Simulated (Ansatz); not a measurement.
## Decaying states in the gap of Zn5Se2S3

Wanted: the relaxed cell of Zn5Se2S3, its band edges and its decay constants. It is built by putting Se for part of the S in the ZnS structure of space group R3m, with the volume rescaled by atomic radii. The parent structure comes from the Materials Project.

Calculated with Ansatz 0.2.0; PBE DFT, plane waves, PAW files, in the first sound run; inputs show where later runs differ.

The structure was built from a prototype and need not be the compound's stable phase.

## (1) Starting point

It takes space group R3m (No. 160, trigonal). Conventional cell: a = 3.866 Å, b = 3.866 Å, c = 47.484 Å, α = 90.00°, β = 90.00°, γ = 120.00°. Zn has 4 Se at 2.37 Å nearest. Nearest to Zn lie 3 S at 2.37 Å and 1 Se at 2.37 Å. Nearest to Zn lie 4 S at 2.37 Å. Nearest to Zn lie 3 Se at 2.37 Å and 1 S at 2.37 Å. Zn has 4 S at 2.37 Å nearest. S has 4 Zn at 2.37 Å nearest. It derives from ZnS. Se for part of the S in the ZnS structure of space group R3m. Farther neighbours and most contacts between anions are not listed.

## (2) Relaxing the new crystal

The substituted atoms don't fit the parent's cell, so cell and atoms relax together. A small smearing keeps the run stable in case the gap closes on the way.

Input file input.yaml:

```yaml
crystal:
  lattice:
    - [1.9332276648, 1.1161495127, 15.8280517118]
    - [-1.9332276648, 1.1161495127, 15.8280517118]
    - [0.0, -2.2322990254, 15.8280517118]
  atoms:
    - { symbol: Zn, position: [0.60002524, 0.60002524, 0.60002524] }
    - { symbol: Zn, position: [0.86669045, 0.86669045, 0.86669045] }
    - { symbol: Zn, position: [0.46665422, 0.46665422, 0.46665422] }
    - { symbol: Zn, position: [3.744e-05, 3.744e-05, 3.744e-05] }
    - { symbol: Zn, position: [0.73335821, 0.73335821, 0.73335821] }
    - { symbol: S, position: [0.05002999, 0.05002999, 0.05002999] }
    - { symbol: S, position: [0.78326864, 0.78326864, 0.78326864] }
    - { symbol: Se, position: [0.64998519, 0.64998519, 0.64998519] }
    - { symbol: S, position: [0.51664334, 0.51664334, 0.51664334] }
    - { symbol: Se, position: [0.91664828, 0.91664828, 0.91664828] }
kpoints:
  mp_grid: { grid: [6, 6, 6] }
scf:
  occupations: { method: gaussian, width: 0.03 }
hamiltonian:
  xc: pbe
output:
  forces: true
  stress: true
relax:
  f_tol: 0.02
  max_steps: 60
  cell: {}
```

Launch:

```console
$ ansatz run input.yaml --threads 2 --pin off --max-ram 4096MiB --backend cpu --events-out ev --progress --plain --runs-dir out
```

Numbers of over 12 decimals in the logs are rounded to 6 here.

The program printed:

```text
basis.fft_grid_basis auto: the FFT boxes are laid along the combinations [[1, 0, -1], [0, 1, -1], [0, 0, 1]] of the cell's own vectors, 3.866, 3.866 and 15.985 Å long. The dense box has 27×27×108 points. Along the cell's own vectors, as sized, it would have 108×108×108, 16.00 times as many. Of the 6 symmetry operations that the crystal satisfies within crystal.symmetry.tolerance (time reversal apart; of a slab, those [...]
Engine: ansatz 0.2.0, aarch64-unknown-linux-gnu
Pseudopotentials: kind: paw
Pseudopotential: Zn, paw, valence charge 12, recommended cutoff 420 eV (normal), Zn.paw.azcp
Pseudopotential: S, paw, valence charge 6, recommended cutoff 420 eV (normal), S.paw.azcp
Pseudopotential: Se, paw, valence charge 16, recommended cutoff 420 eV (normal), Se.paw.azcp
Functional definition: PBE
  parameter kappa = 0.804
  parameter beta = 0.066725
  exchange = pbe_x(kappa = kappa, mu = beta*pi^2/3)
  correlation = pbe_c(beta = beta)
Crystal: 10 atoms, lattice volume = 204.920 Å³
Basis set: ecut = 420 eV, 4031 PW (Γ), FFT grids on a1−a3, a2−a3, a3, exchange–correlation on 54×54×216 points (8 copies of the dense FFT grid, shifted against one another)
Bands: 66, of which v1, the nominal top of the filled ones, is band 55 counted from 1 (54 counted from 0)
Symmetry: 6 space group operations
Space group: R3m (ITA 160), of the structure as read, at distance tolerance 5.9e-5 Å
k-points: 32 of 216 (time reversal used)
Non-local potential: Zn, projectors of the file, l = 0: 2, l = 1: 2, l = 2: 3, l = 3: 1
Non-local potential: S, projectors of the file, l = 0: 2, l = 1: 2, l = 2: 2
Non-local potential: Se, projectors of the file, l = 0: 2, l = 1: 2, l = 2: 3, l = 3: 1
PAW form: soft (Blöchl's): semilocal exchange-correlation on the pseudo side does not see the compensation charge
PAW one-centre angular grid: Zn, 590 points (default); XC on 64 Gauss nodes
PAW one-centre angular grid: S, 110 points (default); XC on 64 Gauss nodes
PAW one-centre angular grid: Se, 590 points (default); XC on 64 Gauss nodes
Initial density: superposition of atomic densities (neutral atoms: chi_scale 0, normalization atom), corrected by the library's trained network
Initial wavefunctions: pseudopotential atomic-orbital guess
Functional: x = pbe(κ = 0.804, μ = 0.219515), c = pbe(β = 0.066725)
SCF iter   1: F=—  HF=-30246.874948 eV  |F-HF|=—  |Δ(HF+E_count)|=         —  Δρ=5.94e-4  dr2=3.16e-3  ethr=1.77e-3  ⟨swp⟩=8.5  Hψ=9434  notcnv=0  defer=16
preconditioner: auto → Resta (q_TF=auto, 2.460 Å⁻¹)  ε∞=6.2  [insulator: Δε(μ)=1.836 eV  Ē_g=10.765 eV  σ=0.030 eV  W_gap=1.00  n_scr=60 (ndim 8)  ℏωp=24.6 eV  f_vac=0.061  D(μ)=0.00/eV (n_scr^D=0)  ε∞_Penn≈6.2]
SCF iter   2: F=—  HF=-30246.874568 eV  |F-HF|=—  |Δ(HF+E_count)|=   3.79e-4  Δρ=4.02e-4  dr2=1.02e-3  ethr=2.87e-6  ⟨swp⟩=2.0  Hψ=4218  notcnv=0  defer=62
SCF iter   3: F=—  HF=-30246.874613 eV  |F-HF|=—  |Δ(HF+E_count)|=   4.42e-5  Δρ=1.91e-4  dr2=1.02e-4  ethr=9.28e-7  ⟨swp⟩=2.0  Hψ=3713  notcnv=0  defer=62
SCF iter   4: F=—  HF=-30246.874504 eV  |F-HF|=—  |Δ(HF+E_count)|=   1.09e-4  Δρ=9.14e-5  dr2=2.79e-5  ethr=9.23e-8  ⟨swp⟩=2.0  Hψ=3713  notcnv=0  defer=62
SCF iter   5: F=—  HF=-30246.874554 eV  |F-HF|=—  |Δ(HF+E_count)|=   5.06e-5  Δρ=8.85e-5  dr2=1.34e-5  ethr=2.54e-8  ⟨swp⟩=2.0  Hψ=3713  notcnv=0  defer=62
SCF iter   6: F=—  HF=-30246.874548 eV  |F-HF|=—  |Δ(HF+E_count)|=   6.75e-6  Δρ=2.61e-5  dr2=1.86e-6  ethr=1.22e-8  ⟨swp⟩=2.0  Hψ=3233  notcnv=0  defer=62
SCF iter   7: F=—  HF=-30246.874547 eV  |F-HF|=—  |Δ(HF+E_count)|=   8.05e-7  Δρ=8.22e-6  dr2=1.90e-7  ethr=1.69e-9  ⟨swp⟩=2.0  Hψ=3713  notcnv=0  defer=62
SCF iter   8: F=-30246.874547 eV  HF=-30246.874547 eV  |F-HF|=3.41e-9  |Δ(HF+E_count)|=   1.72e-7  Δρ=2.57e-6  dr2=1.47e-8  ethr=9.09e-11  ⟨swp⟩=4.3  Hψ=7574  notcnv=0
SCF 1 converged in 8 iterations: F = -30246.874547 eV  dr2 = 1.47e-8
  greatest PAW one-centre occupation: 1.000 electrons in one spin orbital (limit 2), on the Se atom at site 7 (counted from 0), in its partial waves of l = 2
relax step   1: F+E_penalty+E_count = -30246.87454701 eV  Δ(F+E_penalty+E_count) = +0.000e0 eV  max|allowed force component| = 7.470e-1 eV/Å  Δτ_max = 0.0000 Å  P = +3.722 GPa  Ω = 204.920 Å³  (8 SCF iters, dr2 threshold 1.00e-7 eV, accepted)
Crystal: 10 atoms, lattice volume = 211.985 Å³
Basis set: ecut = 420 eV, 4193 PW (Γ), FFT grids on a1−a3, a2−a3, a3, exchange–correlation on 54×54×216 points (8 copies of the dense FFT grid, shifted against one another)
Initial density: handed on by an earlier stage of this run
Initial wavefunctions: those handed on with the density
iter 1 solved again at ethr=1.60e-4 eV; its pass at ethr=3.10e-3 eV (dr2=1.76e-1 eV) is discarded
SCF iter   1: F=—  HF=-30247.151727 eV  |F-HF|=—  |Δ(HF+E_count)|=         —  Δρ=1.00e-2  dr2=1.79e-1  ethr=1.60e-4  ⟨swp⟩=2.3  Hψ=9968  notcnv=0
preconditioner: auto → Resta (q_TF=auto, 2.446 Å⁻¹)  ε∞=6.2  [insulator: Δε(μ)=1.629 eV  Ē_g=10.615 eV  σ=0.030 eV  W_gap=1.00  n_scr=60 (ndim 8)  ℏωp=24.2 eV  f_vac=0.071  D(μ)=0.00/eV (n_scr^D=0)  ε∞_Penn≈6.2]
SCF iter   2: F=—  HF=-30247.112084 eV  |F-HF|=—  |Δ(HF+E_count)|=   3.96e-2  Δρ=4.79e-3  dr2=3.77e-2  ethr=1.60e-4  ⟨swp⟩=4.5  Hψ=4071  notcnv=0
SCF iter   3: F=—  HF=-30247.106406 eV  |F-HF|=—  |Δ(HF+E_count)|=   5.68e-3  Δρ=2.00e-3  dr2=6.35e-3  ethr=3.43e-5  ⟨swp⟩=2.6  Hψ=4285  notcnv=0  defer=167
SCF iter   4: F=—  HF=-30247.104282 eV  |F-HF|=—  |Δ(HF+E_count)|=   2.12e-3  Δρ=6.94e-4  dr2=1.74e-3  ethr=5.77e-6  ⟨swp⟩=2.0  Hψ=3372  notcnv=0  defer=167
SCF iter   5: F=—  HF=-30247.104173 eV  |F-HF|=—  |Δ(HF+E_count)|=   1.09e-4  Δρ=1.78e-4  dr2=1.62e-4  ethr=1.58e-6  ⟨swp⟩=2.0  Hψ=3097  notcnv=0  defer=167
SCF iter   6: F=—  HF=-30247.104265 eV  |F-HF|=—  |Δ(HF+E_count)|=   9.13e-5  Δρ=6.02e-5  dr2=1.21e-5  ethr=1.47e-7  ⟨swp⟩=2.0  Hψ=3723  notcnv=0  defer=167
SCF iter   7: F=—  HF=-30247.104271 eV  |F-HF|=—  |Δ(HF+E_count)|=   5.97e-6  Δρ=3.80e-5  dr2=2.99e-6  ethr=1.10e-8  ⟨swp⟩=2.0  Hψ=3711  notcnv=0  defer=167
SCF iter   8: F=-30247.104271 eV  HF=-30247.104272 eV  |F-HF|=6.28e-7  |Δ(HF+E_count)|=   1.19e-6  Δρ=2.18e-5  dr2=7.67e-7  ethr=9.09e-10  ⟨swp⟩=5.0  Hψ=8800  notcnv=0
SCF 2 converged in 8 iterations: F = -30247.104271 eV  dr2 = 7.67e-7
  greatest PAW one-centre occupation: 1.000 electrons in one spin orbital (limit 2), on the Se atom at site 9 (counted from 0), in its partial waves of l = 2
relax step   2: F+E_penalty+E_count = -30247.10427119 eV  Δ(F+E_penalty+E_count) = -2.297e-1 eV  max|allowed force component| = 2.463e-1 eV/Å  Δτ_max = 0.1354 Å  P = +0.956 GPa  Ω = 211.985 Å³  energy of the carried Pulay correction = -2.772e-3 eV  (8 SCF iters, dr2 threshold 1.00e-6 eV, accepted)
Crystal: 10 atoms, lattice volume = 214.556 Å³
Basis set: ecut = 420 eV, 4235 PW (Γ), FFT grids on a1−a3, a2−a3, a3, exchange–correlation on 54×54×216 points (8 copies of the dense FFT grid, shifted against one another)
iter 1 solved again at ethr=6.91e-6 eV; its pass at ethr=3.10e-3 eV (dr2=7.60e-3 eV) is discarded
SCF iter   1: F=—  HF=-30247.120285 eV  |F-HF|=—  |Δ(HF+E_count)|=         —  Δρ=1.77e-3  dr2=6.94e-3  ethr=6.91e-6  ⟨swp⟩=2.7  Hψ=9763  notcnv=0
preconditioner: auto → Resta (q_TF=auto, 2.441 Å⁻¹)  ε∞=6.2  [insulator: Δε(μ)=1.417 eV  Ē_g=10.541 eV  σ=0.030 eV  W_gap=1.00  n_scr=60 (ndim 8)  ℏωp=24.0 eV  f_vac=0.070  D(μ)=0.00/eV (n_scr^D=0)  ε∞_Penn≈6.2]
SCF iter   2: F=—  HF=-30247.118744 eV  |F-HF|=—  |Δ(HF+E_count)|=   1.54e-3  Δρ=9.03e-4  dr2=1.80e-3  ethr=6.31e-6  ⟨swp⟩=1.7  Hψ=2168  notcnv=0
SCF iter   3: F=—  HF=-30247.118436 eV  |F-HF|=—  |Δ(HF+E_count)|=   3.08e-4  Δρ=2.37e-4  dr2=1.76e-4  ethr=1.64e-6  ⟨swp⟩=2.4  Hψ=3569  notcnv=0
SCF iter   4: F=—  HF=-30247.118481 eV  |F-HF|=—  |Δ(HF+E_count)|=   4.57e-5  Δρ=2.03e-4  dr2=8.11e-5  ethr=1.60e-7  ⟨swp⟩=2.0  Hψ=3392  notcnv=0
SCF iter   5: F=—  HF=-30247.118453 eV  |F-HF|=—  |Δ(HF+E_count)|=   2.81e-5  Δρ=5.35e-5  dr2=1.04e-5  ethr=7.37e-8  ⟨swp⟩=2.0  Hψ=3396  notcnv=0
SCF iter   6: F=—  HF=-30247.118454 eV  |F-HF|=—  |Δ(HF+E_count)|=   8.37e-7  Δρ=1.79e-5  dr2=1.06e-6  ethr=9.45e-9  ⟨swp⟩=2.0  Hψ=3253  notcnv=0
SCF iter   7: F=-30247.118455 eV  HF=-30247.118455 eV  |F-HF|=2.95e-9  |Δ(HF+E_count)|=   1.12e-6  Δρ=6.46e-6  dr2=1.40e-7  ethr=9.09e-10  ⟨swp⟩=4.0  Hψ=7522  notcnv=0
SCF 3 converged in 7 iterations: F = -30247.118455 eV  dr2 = 1.40e-7
relax step   3: F+E_penalty+E_count = -30247.11845517 eV  Δ(F+E_penalty+E_count) = -1.418e-2 eV  max|allowed force component| = 6.364e-2 eV/Å  Δτ_max = 0.0286 Å  P = +0.138 GPa  Ω = 214.556 Å³  energy of the carried Pulay correction = -3.758e-3 eV  (7 SCF iters, dr2 threshold 1.00e-6 eV, accepted)
[...]
relax step   4: F+E_penalty+E_count = -30247.11896263 eV  Δ(F+E_penalty+E_count) = -5.075e-4 eV  max|allowed force component| = 6.929e-3 eV/Å  Δτ_max = 0.0045 Å  P = -0.006 GPa  Ω = 215.055 Å³  energy of the carried Pulay correction = -3.948e-3 eV  (6 SCF iters, dr2 threshold 2.53e-7 eV, accepted)
Basis set: ecut = 420 eV, 4247 PW (Γ), FFT grids on a1−a3, a2−a3, a3, exchange–correlation on 54×54×240 points (8 copies of the dense FFT grid, shifted against one another)
Initial wavefunctions: pseudopotential atomic-orbital guess (no wavefunctions were taken with the density)
iter 1 solved again at ethr=9.27e-8 eV; its pass at ethr=3.10e-3 eV (dr2=1.02e-4 eV) is discarded
SCF iter   1: F=—  HF=-30247.101209 eV  |F-HF|=—  |Δ(HF+E_count)|=         —  Δρ=6.32e-4  dr2=2.80e-5  ethr=9.27e-8  ⟨swp⟩=3.0  Hψ=15225  notcnv=0
preconditioner: auto → Resta (q_TF=auto, 2.440 Å⁻¹)  ε∞=6.2  [insulator: Δε(μ)=1.351 eV  Ē_g=10.533 eV  σ=0.030 eV  W_gap=1.00  n_scr=60 (ndim 8)  ℏωp=24.0 eV  f_vac=0.069  D(μ)=0.00/eV (n_scr^D=0)  ε∞_Penn≈6.2]
SCF iter   2: F=—  HF=-30247.117223 eV  |F-HF|=—  |Δ(HF+E_count)|=   1.60e-2  Δρ=3.30e-4  dr2=1.43e-5  ethr=2.55e-8  ⟨swp⟩=2.0  Hψ=3546  notcnv=0
SCF iter   3: F=—  HF=-30247.122316 eV  |F-HF|=—  |Δ(HF+E_count)|=   5.09e-3  Δρ=9.64e-5  dr2=8.05e-7  ethr=1.30e-8  ⟨swp⟩=2.0  Hψ=3492  notcnv=0
SCF iter   4: F=—  HF=-30247.122889 eV  |F-HF|=—  |Δ(HF+E_count)|=   5.73e-4  Δρ=1.33e-5  dr2=1.74e-7  ethr=7.32e-10  ⟨swp⟩=2.0  Hψ=3552  notcnv=0
SCF iter   5: F=—  HF=-30247.122893 eV  |F-HF|=—  |Δ(HF+E_count)|=   3.67e-6  Δρ=4.53e-6  dr2=4.27e-8  ethr=1.58e-10  ⟨swp⟩=2.0  Hψ=3379  notcnv=0
SCF iter   6: F=—  HF=-30247.122893 eV  |F-HF|=—  |Δ(HF+E_count)|=   4.41e-7  Δρ=2.38e-6  dr2=1.41e-8  ethr=3.88e-11  ⟨swp⟩=2.0  Hψ=3858  notcnv=0
SCF iter   7: F=—  HF=-30247.122894 eV  |F-HF|=—  |Δ(HF+E_count)|=   1.47e-7  Δρ=9.74e-7  dr2=3.16e-9  ethr=1.28e-11  ⟨swp⟩=2.0  Hψ=3870  notcnv=0
SCF iter   8: F=—  HF=-30247.122894 eV  |F-HF|=—  |Δ(HF+E_count)|=   1.49e-8  Δρ=6.14e-7  dr2=5.00e-10  ethr=2.88e-12  ⟨swp⟩=2.0  Hψ=3534  notcnv=0
SCF iter   9: F=—  HF=-30247.122894 eV  |F-HF|=—  |Δ(HF+E_count)|=  3.27e-10  Δρ=4.60e-7  dr2=2.18e-10  ethr=1.00e-12  ⟨swp⟩=2.0  Hψ=3392  notcnv=0
SCF iter  10: F=-30247.122894 eV  HF=-30247.122894 eV  |F-HF|=1.56e-10  |Δ(HF+E_count)|=   1.86e-9  Δρ=1.30e-7  dr2=2.03e-11  ethr=1.00e-12  ⟨swp⟩=4.1  Hψ=7637  notcnv=0
SCF 5 converged in 10 iterations: F = -30247.122894 eV  dr2 = 2.03e-11
relax step   5: F+E_penalty+E_count = -30247.12289354 eV  Δ(F+E_penalty+E_count) = -3.931e-3 eV  max|allowed force component| = 6.986e-3 eV/Å  Δτ_max = 0.0000 Å  P = -0.008 GPa  Ω = 215.055 Å³  stress off target by 9.02e-3 GPa  SCF on the basis re-selected at this cell (its energy is not comparable with the rows above)  (10 SCF iters)
basis re-selected at this cell: Δ(F+E_penalty+E_count) = -3.931e-3 eV, ΔP = -0.002 GPa vs the last step (what re-selecting the basis moved, of the pressure what is left beyond the Pulay correction that the steps carried, after the strain that the cell walked since its last selection, with what the two solves' SCF thresholds leave and, on support functions, any second-order correction that the steps lacked; it is no measure of the basis error at this ecutwfc). The dense FFT grid was sized anew with the basis: this SCF ran on 27×27×120 points, the steps before it on 27×27×108, so part of this shift can come from that change (see relax.cell in the input reference). [rest of the remark cut]
SCF converged after 10 iterations
Free energy (F): -30247.122894 eV
Harris-Foulkes:  -30247.122894 eV  (|F-HF|=1.56e-10)
Internal energy: -30247.122894 eV  (E = F + TS)
E sigma→0 (E₀):  -30247.122894 eV
Fermi energy:    6.857011 eV
--- Per-component energies (eV) ---
  E_band       = -780.057669
  E_kinetic    = 1211.940782
  E_local      = -17069.677895  (includes V_loc(G=0)·N_el)
  E_nonlocal   = 1966.321405
  E_hartree    = 7697.240705
  E_xc         = -1184.250233
  E_vxc        = -716.625975  (∫ρ·V_xc dr)
  E_paw        = -14766.053092  (= ΣΔE_a)
  E_vpaw       = -1566.494382  (= ΣTr[D̂ρ^β])
  E_aug_tail   = -0.002916  (compensation charges beyond the density's cutoff)
  E_ewald      = -8102.641649
  E_smearing   = -0.000000  (= −TS)
  E_closure    = 0.000000  (closes the sum)
  Σ components = -30247.122894   (vs F -30247.122894, Δ=0.00e0)
--- Forces (eV/Å), atoms counted from 1 ---
  atom   1  Zn    -0.00000000    -0.00000000    -0.00423488
  atom   2  Zn     0.00000000     0.00000000    -0.00345923
  atom   3  Zn    -0.00000000    -0.00000000     0.00465551
  atom   4  Zn     0.00000000     0.00000000     0.00534588
  atom   5  Zn    -0.00000000    -0.00000000     0.00698606
  atom   6  S      0.00000000     0.00000000    -0.00283308
  atom   7  S      0.00000000     0.00000000    -0.00549352
  atom   8  Se    -0.00000000    -0.00000000    -0.00276476
  atom   9  S     -0.00000000    -0.00000000    -0.00313880
  atom  10  Se     0.00000000     0.00000000     0.00493759
  max |Σ_I F_I| component: 7.61e-7 eV/Å
--- Stress (GPa, compression-positive) ---
       -0.006771       0.000000      -0.000000
        0.000000      -0.006771       0.000000
       -0.000000       0.000000      -0.009021
  P = ⅓ Tr σ = -0.0075 GPa (-0.075 kbar)
--- Relaxed structure (4 steps of the walk, 4 accepted, 1 SCFs on fresh bases) ---
  F+E_penalty+E_count = -30247.12289354 eV   max|allowed force component| = 6.986e-3 eV/Å   (the final SCF, on the basis selected at the relaxed cell)
  cell:  # Å, volume = 215.0547 Å³
    - [1.963767, 1.133782, 16.098237]
    - [-1.963767, 1.133782, 16.098237]
    - [1.7947156262027193e-17, -2.267563, 16.098237]
  atoms:
    - { symbol: Zn, position: [0.600144, 0.600144, 0.600144] }
    - { symbol: Zn, position: [0.863285, 0.863285, 0.863285] }
    - { symbol: Zn, position: [0.465538, 0.465538, 0.465538] }
    - { symbol: Zn, position: [0.00356633, 0.00356633, 0.00356633] }
    - { symbol: Zn, position: [0.734424, 0.734424, 0.734424] }
    - { symbol: S, position: [0.052370, 0.052370, 0.052370] }
    - { symbol: S, position: [0.783344, 0.783344, 0.783344] }
    - { symbol: Se, position: [0.651379, 0.651379, 0.651379] }
    - { symbol: S, position: [0.514550, 0.514550, 0.514550] }
    - { symbol: Se, position: [0.914740, 0.914740, 0.914740] }
```

Elapsed: 82 s, on 2 threads of Arm Neoverse V2, shared host; peak memory 0.68 GiB; 2.7 min of CPU time.

Relaxation path:

```csv
step,energy less that of the first step (eV),largest force component (eV/Å),pressure (GPa),volume (Å³)
1,0.0000,0.7470,3.72,204.92
2,-0.2297,0.2463,0.96,211.99
3,-0.2439,0.0636,0.14,214.56
4,-0.2444,0.0069,-0.01,215.05
5*,-0.2483,0.0070,-0.01,215.05
```

Relaxation steps marked * repeat the geometry before them on a plane-wave basis chosen anew for their cell, so energy and pressure can jump there.

Forces are held to the 6 operations that the run works with; a distortion that breaks them can't arise in this run.

```csv
"conventional cell, symmetrised",before,after,change
a (Å),3.866,3.928,+1.6 %
b (Å),3.866,3.928,+1.6 %
c (Å),47.484,48.295,+1.7 %
volume (Å³/atom),20.49,21.51,+4.9 %
```

The atoms that moved most (Å, as changes of fractional coordinates times the final cell):

```csv
atom,dx,dy,dz,length
Zn4,0.000,0.000,0.170,0.170
Zn2,0.000,0.000,-0.164,0.164
S6,0.000,0.000,0.113,0.113
S9,0.000,0.000,-0.101,0.101
Se10,0.000,0.000,-0.092,0.092
Se8,0.000,0.000,0.067,0.067
Zn3,0.000,0.000,-0.054,0.054
Zn5,0.000,0.000,0.051,0.051
```

This step gave:

```yaml
free_energy: -30247.1229 eV
fermi_energy: 6.857 eV
pressure: -0.007521 GPa
```

The largest force component on a free atom ends at 0.0070 eV/Å.

[end of part 1 of 3]

[Logs are printed without paths, hosts, clocks, repeated set-up lines and the standing remarks that a program may print on its own settings, such as how far it seeks lower states.]

[Hosts, paths, dates, database ids (printed as entryN), source tags and the programs' standing remarks are cut or masked in the printed files.]
